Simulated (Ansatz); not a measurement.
## A failed many-body run on Nb2Sn2O7 (Fd-3m)

What is wrong with this input for Nb2Sn2O7 (Fd-3m)?

Calculated with Ansatz 0.2.0; G0W0 on LDA, plane waves, PAW.

### Step 1. The structure

The structure is cubic, space group Fd-3m (No. 227). The conventional cell has a = 10.761 Å, b = 10.761 Å, c = 10.761 Å, α = 90.00°, β = 90.00°, γ = 90.00°. Nb has 6 O at 2.02 Å nearest. Nearest to Sn lie 2 O at 2.33 Å. Nearest to O lie 2 Nb at 2.02 Å. O has 4 Sn at 2.33 Å nearest. Farther neighbours, and contacts between anions beyond the nearest, are not listed.

The cell and positions are those that the Materials Project relaxed with its own functionals (PBE, PBE+U or r2SCAN), kept fixed. The default PAW set here is soft_2. Its files were made with PBE.

### Step 2. First try

Input file input.yaml:

```yaml
crystal:
  lattice:
    - [0.0, 5.380295, 5.380295]
    - [5.380295, 0.0, 5.380295]
    - [5.380295, 5.380295, 0.0]
  atoms:
    - { symbol: Nb, position: [0.125, 0.125, 0.125] }
    - { symbol: Nb, position: [0.625, 0.125, 0.125] }
    - { symbol: Nb, position: [0.125, 0.125, 0.625] }
    - { symbol: Nb, position: [0.125, 0.625, 0.125] }
    - { symbol: Sn, position: [0.625, 0.625, 0.125] }
    - { symbol: Sn, position: [0.625, 0.625, 0.625] }
    - { symbol: Sn, position: [0.125, 0.625, 0.625] }
    - { symbol: Sn, position: [0.625, 0.125, 0.625] }
    - { symbol: O, position: [0.061003, 0.438997, 0.061003] }
    - { symbol: O, position: [0.061003, 0.061003, 0.438997] }
    - { symbol: O, position: [0.811003, 0.188997, 0.811003] }
    - { symbol: O, position: [0.061003, 0.438997, 0.438997] }
    - { symbol: O, position: [0.188997, 0.811003, 0.188997] }
    - { symbol: O, position: [0.438997, 0.061003, 0.061003] }
    - { symbol: O, position: [0.188997, 0.188997, 0.811003] }
    - { symbol: O, position: [0.188997, 0.811003, 0.811003] }
    - { symbol: O, position: [0.75, 0.75, 0.75] }
    - { symbol: O, position: [0.811003, 0.188997, 0.188997] }
    - { symbol: O, position: [0.438997, 0.438997, 0.061003] }
    - { symbol: O, position: [0.811003, 0.811003, 0.188997] }
    - { symbol: O, position: [0.5, 0.5, 0.5] }
    - { symbol: O, position: [0.438997, 0.061003, 0.438997] }
kpoints:
  mp_grid: { grid: [2, 2, 2] }
hamiltonian:
  xc: lda
scf:
  occupations: { method: fixed }
gw:
  n_empty_bands: 506
  ecut_chi: 10
  qp_bands: [v4, c4]
  qp_kpoints: band_edges
  screening: { model: contour_deformation }
```

Launch:

```bash
$ ansatz run input.yaml --threads 24 --pin off --max-ram 82944MiB --backend cuda --events-out ev --progress --plain --runs-dir out --devices 1 --max-vram 78GiB
```

The log of the run:

```text
GPUs: using 1 of 1 available (devices: 1).
Engine: ansatz 0.2.0, aarch64-unknown-linux-gnu
Pseudopotentials: kind: paw
Pseudopotential: Nb, paw, valence charge 13, recommended cutoff 420 eV (normal), Nb.paw.azcp
Pseudopotential: Sn, paw, valence charge 14, recommended cutoff 420 eV (normal), Sn.paw.azcp
Pseudopotential: O, paw, valence charge 6, recommended cutoff 420 eV (normal), O.paw.azcp
Functional definition: SPW92
  exchange = slater_x
  correlation = pw_c
[...]
Crystal: 22 atoms, lattice volume = 311.493 Å³
Basis set: ecut = 420 eV, 6081 PW (Γ)
Bands: 118, of which v1, the nominal top of the filled ones, is band 96 counted from 1 (95 counted from 0)
Symmetry: 48 space group operations
Space group: Fd-3m (ITA 227), of the structure as read, at distance tolerance 6.8e-5 Å
k-points: 3 of 8
Non-local potential: Nb, projectors of the file, l = 0: 3, l = 1: 2, l = 2: 2, l = 3: 1
Non-local potential: Sn, projectors of the file, l = 0: 2, l = 1: 2, l = 2: 2, l = 3: 2
Non-local potential: O, projectors of the file, l = 0: 2, l = 1: 2, l = 2: 1
PAW form: soft (Blöchl's): semilocal exchange-correlation on the pseudo side does not see the compensation charge
PAW frozen core: Nb, regenerated for the run's functional, and the local potential with it (the file was generated under x = pbe(κ = 0.804, μ = 0.219515), c = pbe(β = 0.066725))
PAW frozen core: Sn, regenerated for the run's functional, and the local potential with it (the file was generated under x = pbe(κ = 0.804, μ = 0.219515), c = pbe(β = 0.066725))
PAW frozen core: O, regenerated for the run's functional, and the local potential with it (the file was generated under x = pbe(κ = 0.804, μ = 0.219515), c = pbe(β = 0.066725))
PAW one-centre angular grid: Nb, 590 points (default); XC on 64 Gauss nodes
PAW one-centre angular grid: Sn, 590 points (default); XC on 64 Gauss nodes
PAW one-centre angular grid: O, 110 points (default); XC on 64 Gauss nodes
Initial density: superposition of atomic densities (neutral atoms: chi_scale 0, normalization atom), corrected by the library's trained network
Initial wavefunctions: pseudopotential atomic-orbital guess
[...]
Functional: x = slater, c = lda
SCF iter   1: F=—  HF=-49073.054512 eV  |F-HF|=—  |Δ(HF+E_count)|=         —  Δρ=1.65e-2  dr2=8.18e-1  ethr=1.77e-3  ⟨swp⟩=4.7  Hψ=1103  notcnv=0  defer=53
preconditioner: auto → Resta (q_TF=auto, 2.517 Å⁻¹)  ε∞=4.9  [insulator: Δε(μ)=1.082 eV  Ē_g=13.402 eV  n_scr=64 (ndim 8)  ℏωp=26.6 eV  f_vac=0.037  ε∞_Penn≈4.9]
SCF iter   2: F=—  HF=-49072.869408 eV  |F-HF|=—  |Δ(HF+E_count)|=   1.85e-1  Δρ=6.65e-3  dr2=1.70e-1  ethr=4.26e-4  ⟨swp⟩=2.0  Hψ=562  notcnv=0  defer=59
SCF iter   3: F=—  HF=-49072.836978 eV  |F-HF|=—  |Δ(HF+E_count)|=   3.24e-2  Δρ=2.91e-3  dr2=3.44e-2  ethr=8.87e-5  ⟨swp⟩=2.0  Hψ=448  notcnv=0  defer=59
SCF iter   4: F=—  HF=-49072.827302 eV  |F-HF|=—  |Δ(HF+E_count)|=   9.68e-3  Δρ=1.19e-3  dr2=7.91e-3  ethr=1.79e-5  ⟨swp⟩=2.0  Hψ=432  notcnv=0  defer=60
SCF iter   5: F=—  HF=-49072.825244 eV  |F-HF|=—  |Δ(HF+E_count)|=   2.06e-3  Δρ=8.97e-4  dr2=2.22e-3  ethr=4.12e-6  ⟨swp⟩=2.0  Hψ=455  notcnv=0  defer=57
SCF iter   6: F=—  HF=-49072.824772 eV  |F-HF|=—  |Δ(HF+E_count)|=   4.72e-4  Δρ=1.51e-4  dr2=6.85e-5  ethr=1.16e-6  ⟨swp⟩=2.0  Hψ=451  notcnv=0  defer=50
SCF iter   7: F=—  HF=-49072.824777 eV  |F-HF|=—  |Δ(HF+E_count)|=   4.89e-6  Δρ=2.67e-5  dr2=2.23e-6  ethr=3.57e-8  ⟨swp⟩=2.0  Hψ=455  notcnv=0  defer=47
SCF iter   8: F=—  HF=-49072.824777 eV  |F-HF|=—  |Δ(HF+E_count)|=   6.20e-7  Δρ=6.81e-6  dr2=1.43e-7  ethr=1.16e-9  ⟨swp⟩=2.0  Hψ=547  notcnv=0  defer=47
SCF iter   9: F=-49072.824777 eV  HF=-49072.824777 eV  |F-HF|=1.13e-9  |Δ(HF+E_count)|=   4.69e-8  Δρ=1.80e-6  dr2=1.13e-8  ethr=5.21e-11  ⟨swp⟩=10.3  Hψ=1295  notcnv=0
SCF 1 converged in 9 iterations: F = -49072.824777 eV  dr2 = 1.13e-8
[...]
NSCF: frozen V_eff on 3 k-points
[...]
SCF converged after 9 iterations
[...]
k-point 2: bands = ["-47.0132", "-47.0132", "-47.0089", "-47.0089", "-23.2685", "-23.2685", "-23.1968", "-23.1968", "-23.1912", "-23.1912", "-23.1894", "-23.1894", "-23.1836", "-23.1836", "-23.1049", "-23.1049", "-11.4532", "-11.4532", "-11.4516", "-11.4516", "-11.4453", "-11.4453", "-11.4403", "-11.4403", "-11.4337", "-11.4337", "-11.3449", "-11.3449", "-11.3358", "-11.3358", "-11.3240", "-11.3240", "-11.3197", "- [...]
--- G₀W₀: contour deformation, 7 samples at zero and on the imaginary axis and 1 off it, 8 q-points, 506 empty bands' worth ---
  eigenvalues of the whole cell's RPA ε∞ on this k-mesh (on a slab, of 1 + 4πα/V) = 15.4928, 15.4928, 15.4928; static W/v taken at q = 0 is 0.064546
  gw.qp_kpoints: band_edges: 3 of 3 stored k-points solved, in 1 pass; an edge of the gap read off the rows below is read off those points alone
  `?` marks the rows in doubt; gw_qp.tsv's column doubts and the gw_qp event give each row's grounds
    ik  band        ε_KS         Σx   Σc(E_QP)       V_xc       Z   E_QP_lin       E_QP  E_QP is
     0    93      6.8826   -25.9933     4.0827   -21.2032  0.7646     6.1361     6.1752  root
     0    94      9.1692   -21.9477     2.7062   -19.3245  0.7654     9.2519     9.2522  root
     0    95      9.1692   -21.9477     2.7062   -19.3245  0.7654     9.2519     9.2522  root
     0    96      9.1692   -21.9477     2.7062   -19.3245  0.7654     9.2519     9.2522  root
     0    97     10.2520   -14.0333    -4.0996   -20.1552  0.7617    12.2204    12.2744  root
     0    98     10.2520   -14.0333    -4.0996   -20.1552  0.7617    12.2204    12.2744  root
     0    99     10.5377   -14.0016    -4.2925   -20.4339  0.7547    12.5662    12.6776  root ?
     0   100     10.5377   -14.0016    -4.2925   -20.4339  0.7547    12.5662    12.6776  root ?
     1    93      7.8804   -22.0806     2.8362   -19.2950  0.7734     7.9309     7.9309  root
     1    94      8.3682   -20.9839     2.7428   -18.4051  0.7574     8.5314     8.5322  root
     1    95      9.3724   -21.7753     2.4345   -19.5699  0.7721     9.5996     9.6014  root
     1    96      9.3724   -21.7753     2.4345   -19.5699  0.7721     9.5996     9.6014  root
     1    97     10.4680   -13.7273    -4.0718   -19.7054  0.7570    12.3075    12.3744  root
     1    98     10.4680   -13.7273    -4.0718   -19.7054  0.7570    12.3075    12.3744  root
     1    99     10.4804   -13.4370    -4.1538   -19.5577  0.7566    12.3802    12.4473  root
     1   100     10.6167   -13.4820    -4.3442   -19.9492  0.7521    12.6279    12.7397  root ?
     2    93      8.1636   -21.3089     2.6086   -18.8857  0.7638     8.3483     8.3490  root
     2    94      8.1636   -21.3089     2.6086   -18.8857  0.7638     8.3483     8.3490  root
     2    95      9.3176   -21.1448     2.2857   -19.2176  0.7716     9.6720     9.6762  root
     2    96      9.3176   -21.1448     2.2857   -19.2176  0.7716     9.6720     9.6762  root
     2    97     10.4235   -13.1460    -4.1481   -19.2317  0.7585    12.3124    12.3610  root
     2    98     10.4235   -13.1460    -4.1481   -19.2317  0.7585    12.3124    12.3610  root
     2    99     10.6684   -13.7328    -4.2140   -19.9274  0.7500    12.5540    12.6491  root
     2   100     10.6684   -13.7328    -4.2140   -19.9274  0.7500    12.5540    12.6491  root
```

It took 3.3 s on 1 × NVIDIA GB200 (shared by 2 runs) with 24 threads of Arm Neoverse V2, shared host; peak memory 1.5 GiB.

In the SCF lines HF is the Harris–Foulkes energy and dr2 the Hartree energy of the density residual, in eV; the loop may stop once dr2 is under the threshold and the program's other checks hold. Hψ counts applications of the Hamiltonian.

**Diagnosis.**

The run ended normally, though the input holds a fault or crude settings.

The fault: screening cutoff of 10 eV. Nearly all local fields and short-range correlation are left out.

It printed a gap of 2.60 eV, which is an artefact of the settings.

### Step 3. A better input

Now the one-shot GW correction: screening in the RPA, then the self-energy of the levels asked for.

input.yaml, as its differences from that of step 2:

```diff
@@ -35,4 +35,4 @@
 gw:
-  n_empty_bands: 506
-  ecut_chi: 10
+  n_empty_bands: 432
+  ecut_chi: 72
   qp_bands: [v4, c4]
```

The log of the run:

```text
GPUs: using 1 of 1 available (devices: 1).
[...]
Crystal: 22 atoms, lattice volume = 311.493 Å³
Basis set: ecut = 420 eV, 6081 PW (Γ)
Bands: 118, of which v1, the nominal top of the filled ones, is band 96 counted from 1 (95 counted from 0)
[... 1 set-up line as in the run before ...]
[...]
k-points: 3 of 8
[...]
SCF iter   1: F=—  HF=-49073.054512 eV  |F-HF|=—  |Δ(HF+E_count)|=         —  Δρ=1.65e-2  dr2=8.18e-1  ethr=1.77e-3  ⟨swp⟩=4.7  Hψ=1103  notcnv=0  defer=53
[...]
SCF iter   9: F=-49072.824777 eV  HF=-49072.824777 eV  |F-HF|=1.13e-9  |Δ(HF+E_count)|=   4.69e-8  Δρ=1.80e-6  dr2=1.13e-8  ethr=5.21e-11  ⟨swp⟩=10.3  Hψ=1295  notcnv=0
SCF 1 converged in 9 iterations: F = -49072.824777 eV  dr2 = 1.13e-8
[...]
NSCF: frozen V_eff on 3 k-points
[...]
SCF converged after 9 iterations
[...]
1    96      9.3724   -21.7753     2.5416   -19.5699  0.7109     9.7046     9.7085  root
     1    97     10.4680   -13.7273    -5.0077   -19.7054  0.7075    11.5641    11.4384  root ?
     1    98     10.4680   -13.7273    -5.0077   -19.7054  0.7075    11.5641    11.4384  root ?
     1    99     10.4804   -13.4370    -5.1497   -19.5577  0.7071    11.5776    11.4514  root ?
     1   100     10.6167   -13.4820    -5.4717   -19.9492  0.7050    11.7612    11.6122  root ?
     2    93      8.1636   -21.3089     2.6802   -18.8857  0.7034     8.4185     8.4206  root
     2    94      8.1636   -21.3089     2.6802   -18.8857  0.7034     8.4185     8.4206  root
     2    95      9.3176   -21.1448     2.2750   -19.2176  0.7129     9.6614     9.6655  root
     2    96      9.3176   -21.1448     2.2750   -19.2176  0.7129     9.6614     9.6655  root
     2    97     10.4235   -13.1460    -5.1217   -19.2317  0.7109    11.5061    11.3874  root ?
     2    98     10.4235   -13.1460    -5.1217   -19.2317  0.7109    11.5061    11.3874  root ?
     2    99     10.6684   -13.7328    -5.2159   -19.9274  0.7005    11.7712    11.6471  root ?
     2   100     10.6684   -13.7328    -5.2159   -19.9274  0.7005    11.7712    11.6471  root ?
```

Run time: 2.8 s. Hardware: 1 × NVIDIA GB200 (shared by 2 runs) with 24 threads; peak memory 1.7 GiB; 7.2 s of CPU time.

This step gave:

- bands summed: 528
- RPA ε∞ on this mesh (eigenvalues): 14.51, 14.51, 14.51
- plane waves in the screening matrix: 411
- q-points in the mesh: 8
- G0W0 gap on the mesh: 1.538 eV
- k of the valence top: 0, 0, -0.5
- k of the conduction bottom: 0, 0, 0
- starting gap on the mesh: 0.8796 eV
- Z at the valence top: 0.7109
- Z at the conduction bottom: 0.7127
- least direct G0W0 gap on the computed points: 1.722 eV

The gap on the mesh goes from 0.88 eV to 1.54 eV, a correction of +0.66 eV. The program marks an edge row as in doubt. Between the two edge states, bare exchange in place of the xc potential would open the gap by 8.33 eV, and correlation takes back 7.67 eV.

### Step 4. What came out

- first try: converged after 3.3 s
- better run: G0W0 gap on the mesh 1.54 eV (2×2×2 mesh, 432 empty bands, screening to 72 eV)

**Reading.** The second run differs in: empty bands and screening cutoff (eV). Bands and cutoff are finite, so the gap stands short of the basis limit, usually by up to a few tenths of an eV; the mesh is an error of its own. The 2×2×2 mesh is coarse for this cell (its supercell is 15 Å along the shortest edge). The RPA ε∞ on it, from the LDA start, is 14.51; such meshes misread the long-range screening, most where the gap is narrow. The many-body steps are scalar-relativistic: spin-orbit coupling is not in them. The program marks a band-edge row as in doubt, so the gap is less sure than its digits.

[Long decimals in the printed logs are rounded to 6 places.]

[Logs are printed without paths, hosts, clocks, repeated set-up lines and the standing remarks that a program may print on its own settings, such as how far it seeks lower states.]

[Paths, hosts, dates, memory and timing lines, banners, echoed tables and standing remarks are left out of the program output; an Ansatz launch command may be rebuilt from the run's recorded settings. Measured values are a selection of at most five: reports struck by readers or far from the other reports are left out. None is set beside runs whose start may be inverted or whose files or cutoffs have a known fault.]

[Runs of the session that timed out or met a known fault of the program may be left out.]

[Cells called generated may have been cut or substituted from an entry of the Crystallography Open Database or the Materials Project.]

[Hosts, paths, dates, database ids (printed as entryN), source tags and the programs' standing remarks are cut or masked in the printed files.]

[Where the starting crystal was built by hand or by swapping elements, it need not be the compound's stable phase.]
